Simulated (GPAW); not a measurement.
## BaTiO3 (P4mm): the O K absorption edge

Aim: the dependence of the O K near-edge features of BaTiO3 (P4mm) on volume.

Calculated with GPAW 26.7.0; X-ray absorption from dipole matrix elements to empty bands, plane-wave PAW LDA.

The database entry behind the starting cell differs from later determinations by our own check (c/a about 0.6 % short), so it need not match the best structure at ambient conditions.

### Step 1. The starting structure

It takes space group P4mm (No. 99, tetragonal). The conventional cell has a = 4.000 Å, b = 4.000 Å, c = 4.018 Å, α = 90.00°, β = 90.00°, γ = 90.00°. Ba has 12 O at 2.79 to 2.88 Å nearest. Nearest to Ti lie 6 O at 1.89 to 2.13 Å. Nearest to O lie 2 Ti at 2.00 Å and 4 Ba at 2.79 to 2.88 Å. O has 2 Ti at 1.89 to 2.13 Å and 4 Ba at 2.83 Å nearest. Farther neighbours and most contacts between anions are not listed.

Coordinates:

```
Ba Ti O
1.0
     3.99980    0.00000    0.00000
     0.00000    3.99980    0.00000
     0.00000    0.00000    4.01800
Ba Ti O
1 1 3
Direct
  0.00000 0.00000 0.00000
  0.50000 0.50000 0.49000
  0.00000 0.50000 0.51700
  0.50000 0.00000 0.51700
  0.50000 0.50000 0.01900
```

### Step 2. Ground state of the crystal

A plain self-consistent run shows whether there is a gap, which decides the set-up of the core-hole run.

File scf.py:

```python
import numpy as np
from ase import Atoms
from ase.parallel import parprint, paropen
from gpaw import GPAW, PW, FermiDirac, Mixer, MixerDif, setup_paths
from gpaw.test import gen
setup_paths.insert(0, '.')
gen('O', name='nch1s', xcname='LDA', corehole=(1, 0, 0), write_xml=True)
from gpaw.mpi import world
world.barrier()

atoms = Atoms('BaTiO3',
    cell=[[3.9998, 0, 0],
     [0, 3.9998, 0],
     [0, 0, 4.018]],
    scaled_positions=[[0, 0, 0],
     [0.5, 0.5, 0.49],
     [0, 0.5, 0.517],
     [0.5, 0, 0.517],
     [0.5, 0.5, 0.019]],
    pbc=True)
atoms.calc = calc = GPAW(legacy_gpaw=True, mode=PW(500, force_complex_dtype=True), xc='LDA', setups={2: 'nch1s'},
    kpts={'size': (6, 6, 6), 'gamma': True}, occupations=FermiDirac(0.05),
    charge=0, mixer=Mixer(0.1, 5, 50), maxiter=150,
    convergence={'density': 0.0001, 'eigenstates': 1e-6}, txt='scf.txt')
energy = atoms.get_potential_energy() + calc.get_reference_energy()
ef = calc.get_fermi_level()
out = dict(energy=energy, fermi=ef, forces=atoms.get_forces().tolist())
parprint(f'all-electron energy {energy:.4f} eV, Fermi level {ef:.4f} eV')
ev = np.array([[calc.get_eigenvalues(k, s) for k in range(len(calc.get_ibz_k_points()))] for s in range(calc.get_number_of_spins())])
out['homo'], out['lumo'], out['counts'] = ev[ev < ef].max(), ev[ev > ef].min(), sorted(set((ev < ef).sum((0, 2)).tolist()))
out['filled'] = (ev[:, 0] < ef).sum(1).tolist()
import json
with paropen('out.json', 'w') as f:
    json.dump(out, f)
```

Command:

```bash
OMP_NUM_THREADS=1 mpirun -n 4 gpaw python scf.py
```

Numbers of over 12 decimals in the logs are rounded to 6 here.

The log of the run:

```text
Input parameters:
  convergence: {density: 0.0001,
                eigenstates: 1e-06}
  kpts: {gamma: True,
         size: (6, 6, 6)}
  maxiter: 150
  mixer: {backend: pulay,
          beta: 0.1,
          method: separate,
          nmaxold: 5,
          weight: 50}
  mode: {ecut: 500.0,
         force_complex_dtype: True,
         name: pw}
  occupations: {fixmagmom: False,
                name: fermi-dirac,
                width: 0.05}
  setups: {2: nch1s}

Initialize ...

[... PAW data sets ...]

Reference energy: -250365.446817  # eV

Spin-paired calculation

[... convergence settings ...]
Symmetries present (total): 4
  [... symmetry matrices ...]

216 k-points: 6 x 6 x 6 Monkhorst-Pack grid + [1/12,1/12,1/12]
64 k-points in the irreducible part of the Brillouin zone
       k-points in crystal coordinates                weights
   0:     0.00000000    0.00000000    0.00000000          1/216
   1:     0.00000000    0.00000000    0.16666667          2/216
   2:     0.00000000    0.00000000    0.33333333          2/216
   3:     0.00000000    0.00000000    0.50000000          1/216
   4:     0.00000000    0.16666667    0.00000000          2/216
   5:     0.00000000    0.16666667    0.16666667          4/216
   6:     0.00000000    0.16666667    0.33333333          4/216
   7:     0.00000000    0.16666667    0.50000000          2/216
   8:     0.00000000    0.33333333    0.00000000          2/216
   9:     0.00000000    0.33333333    0.16666667          4/216
          ...
  63:     0.50000000    0.50000000    0.50000000          1/216

Wave functions: Plane wave expansion
  Cutoff energy: 500.000 eV
  Number of coefficients (min, max): 1616, 1647
  Pulay-stress correction: 0.000000 eV/Ang^3 (de/decut=0.000000)
  Using FFTW library
  Wavefunction extrapolation:
    Improved wavefunction reuse through dual PAW basis

Occupation numbers: Fermi-Dirac:
  width: 0.0500  # eV

Eigensolver
   Davidson(niter=2)

Densities:
  Coarse grid: 21*21*21 grid
  Fine grid: 42*42*42 grid
  Total Charge: 0.000000

Density mixing:
  Method: separate
  Backend: pulay
  Linear mixing parameter: 0.1
  old densities: 5
  Width of damping distribution: 1.1
  Damping of long wavelength oscillations: 50

[... Hamiltonian set-up ...]
Number of atoms: 5
Number of atomic orbitals: 30
Number of bands in calculation: 28
Number of valence electrons: 40
Bands to converge: occupied

... initialized

Initializing position-dependent things.

Density initialized from atomic densities
Creating initial wave functions:
  28 bands from LCAO basis set

Positions:
   0 Ba     0.000000    0.000000    0.000000    ( 0.0000,  0.0000,  0.0000)
   1 Ti     1.999900    1.999900    1.968820    ( 0.0000,  0.0000,  0.0000)
   2 O      0.000000    1.999900    2.077306    ( 0.0000,  0.0000,  0.0000)
   3 O      1.999900    0.000000    2.077306    ( 0.0000,  0.0000,  0.0000)
   4 O      1.999900    1.999900    0.076342    ( 0.0000,  0.0000,  0.0000)

Unit cell:
           periodic     x           y           z      points  spacing
  1. axis:    yes    3.999800    0.000000    0.000000    21     0.1905
  2. axis:    yes    0.000000    3.999800    0.000000    21     0.1905
  3. axis:    yes    0.000000    0.000000    4.018000    21     0.1913

  Lengths:   3.999800   3.999800   4.018000
  Angles:   90.000000  90.000000  90.000000

Effective grid spacing dv^(1/3) = 0.1908

iter:   1   -47.361021
iter:   2   -44.372261   -0.86  -0.96
iter:   3   -42.540219   -1.02  -1.10
iter:   4   -42.522444   -2.33  -1.45
iter:   5   -42.530466c  -2.13  -1.46
iter:   6   -42.582522   -1.80  -1.81
iter:   7   -42.437907   -2.15  -1.76
iter:   8   -42.414784   -3.51  -2.20
iter:   9   -42.414604   -4.43  -2.96
iter:  10   -42.414503c  -5.19  -3.11
iter:  11   -42.414511c  -5.48  -3.28
iter:  12   -42.414463c  -5.53  -3.33
iter:  13   -42.414448c  -6.83c -3.41
iter:  14   -42.414427c  -5.68  -3.47
iter:  15   -42.414424c  -6.51c -3.87
iter:  16   -42.414423c  -7.45c -4.41c

Converged after 16 iterations.

Dipole moment: (-0.000000, -0.000000, -2.708968) |e|*Ang

Energy contributions relative to reference atoms: (reference = -250365.446817)

Kinetic:        +29.364262
Potential:      -31.558034
External:        +0.000000
XC:             -40.380263
Entropy (-ST):   -0.000000
Local:           +0.159612
SIC:             +0.000000
--------------------------
Free energy:    -42.414423
Extrapolated:   -42.414423

Showing only first 2 kpts
 Kpt  Band  Eigenvalues  Occupancy
  0    18      7.02375    2.00000
  0    19      7.02375    2.00000
  0    20      9.02658    0.00000
  0    21      9.24767    0.00000

  1    18      6.91375    2.00000
  1    19      6.91375    2.00000
  1    20      9.06503    0.00000
  1    21      9.70684    0.00000

Fermi level: 8.19023

Gap: 1.723 eV
Transition (v -> c):
  (s=0, k=63, n=19, [0.50, 0.50, 0.50]) -> (s=0, k=0, n=20, [0.00, 0.00, 0.00])
Direct/indirect transitions are different
Direct gap: 2.003 eV
Transition at: (s=0, k=0, n=19, [0.00, 0.00, 0.00])

Forces in eV/Ang:
  0 Ba    0.00000    0.00000    0.01565
  1 Ti    0.00000    0.00000   -0.15088
  2 O     0.00000    0.00000   -0.09995
  3 O     0.00000    0.00000   -0.09995
  4 O     0.00000    0.00000    0.35494
Scalar-relativistic atomic LDA calculation for O (Oxygen, Z=8)
Core hole in 1s state (1s occupation: 2.0)
300 radial gridpoints.
|------------------------------------------------|
|------------------------------------------------|
[... the atom generator's iteration count ...]

Energy contributions:
-------------------------
Kinetic:      +74.266897
XC:            -7.772280
Potential:   -141.018865
-------------------------
Total:        -74.524248

state      eigenvalue         ekin         rmax
-----------------------------------------------
1s^2.0 :   -18.772897    28.821965        0.130
2s^2.0 :    -0.872866     3.204810        0.874
2p^4.0 :    -0.337925     2.553337        0.813
-----------------------------------------------
(units: Bohr and Hartree)

Generating PAW setup
Kinetic energy of the core from tauc = 57.689706
Cutoffs:
rc(s)=1.300
rc(p)=1.130
rc(d)=1.170
rc(vbar)=1.300
rc(comp)=1.260
rc(nct)=1.300

Kinetic energy of the core states: 57.643930
Charge: 0.0
Core electrons: 2.0
Valence electrons: 6.0
Pseudo-core charge: 0.000776
Shape function alpha=6.299
Pseudo-electron charge 5.666261
state    eigenvalue         norm
--------------------------------
2s(2) :    -0.872866     1.079797
*s    :     0.127134
2p(4) :    -0.337925     0.876472
*p    :     0.662075
*d    :     0.000000
--------------------------------

Diagonalizing with gridspacing h=0.050

state   all-electron     PAW
-------------------------------
2s:      -0.872866    -0.873954
2p:      -0.337925    -0.341740
*d:                    0.050276
*f:                    0.077289
-------------------------------
all-electron energy -250407.8612 eV, Fermi level 8.1902 eV
```

It took 23 s on 4 MPI ranks of Intel Xeon Platinum 8488C (Sapphire Rapids), shared host; peak memory 0.19 GiB; 85 s of CPU time.

The mesh shows a gap of 1.72 eV, so the hole is first treated in a charged cell, without the excited electron.

### Step 3. Supercell without a hole, the energy reference

The photon energy needs a difference of total energies, so the cell and mesh of the coming hole run are first run without a hole.

Edit scf.py of step 2 so:

```diff
@@ -10,14 +10,19 @@
 
-atoms = Atoms('BaTiO3',
-    cell=[[3.9998, 0, 0],
-     [0, 3.9998, 0],
-     [0, 0, 4.018]],
+atoms = Atoms('Ba2Ti2O6',
+    cell=[[-3.9998, 3.9998, 0],
+     [-3.9998, -3.9998, 0],
+     [3.9998, 0, 4.018]],
     scaled_positions=[[0, 0, 0],
-     [0.5, 0.5, 0.49],
-     [0, 0.5, 0.517],
-     [0.5, 0, 0.517],
-     [0.5, 0.5, 0.019]],
+     [0.5, 0.5, 0],
+     [0.245, 0.745, 0.49],
+     [0.745, 0.245, 0.49],
+     [0.5085, 0.0085, 0.517],
+     [0.0085, 0.5085, 0.517],
+     [0.0085, 0.0085, 0.517],
+     [0.5085, 0.5085, 0.517],
+     [0.0095, 0.5095, 0.019],
+     [0.5095, 0.0095, 0.019]],
     pbc=True)
-atoms.calc = calc = GPAW(legacy_gpaw=True, mode=PW(500, force_complex_dtype=True), xc='LDA', setups={2: 'nch1s'},
-    kpts={'size': (6, 6, 6), 'gamma': True}, occupations=FermiDirac(0.05),
+atoms.calc = calc = GPAW(legacy_gpaw=True, mode=PW(500, force_complex_dtype=True), xc='LDA', setups={4: 'nch1s'},
+    kpts={'size': (4, 4, 4), 'gamma': True}, occupations=FermiDirac(0.02),
     charge=0, mixer=Mixer(0.1, 5, 50), maxiter=150,
```

The log of the run:

```text
Input parameters:
  convergence: {density: 0.0001,
                eigenstates: 1e-06}
  kpts: {gamma: True,
         size: (4, 4, 4)}
  maxiter: 150
  mixer: {backend: pulay,
          beta: 0.1,
          method: separate,
          nmaxold: 5,
          weight: 50}
  mode: {ecut: 500.0,
         force_complex_dtype: True,
         name: pw}
  occupations: {fixmagmom: False,
                name: fermi-dirac,
[...]
2s(2) :    -0.872866     1.079797
*s    :     0.127134
2p(4) :    -0.337925     0.876472
*p    :     0.662075
*d    :     0.000000
--------------------------------

Diagonalizing with gridspacing h=0.050

state   all-electron     PAW
-------------------------------
2s:      -0.872866    -0.873954
2p:      -0.337925    -0.341740
*d:                    0.050276
*f:                    0.077289
-------------------------------
all-electron energy -500815.7293 eV, Fermi level 8.1100 eV
[key lines of the parts left out:]
Converged after 15 iterations.
Dipole moment: (3.799648, -0.000000, -5.417127) |e|*Ang
Free energy:    -84.835651
Fermi level: 8.11002
```

Run time: 38 s. Hardware: 4 MPI ranks; peak memory 0.26 GiB.

Reference energy: -500815.729 eV with the cores included.

[end of part 1 of 4]

[Banner, clock and machine lines of the logs are left out without a mark of their own.]

[Logs are printed without paths, hosts, clocks, repeated set-up lines and the standing remarks that a program may print on its own settings, such as how far it seeks lower states.]

[Hosts, paths, dates, database ids (printed as entryN), source tags and the programs' standing remarks are cut or masked in the printed files.]

[Lists of maxima count a maximum above −3 eV only where it reaches 4 % of the highest in the window and stands out from its surroundings by 2 % of it (1.5 % where it reaches 55 %); shoulders and weaker maxima are passed over, and of the rest the first, up to two pre-edge ones and the few strongest are named.]
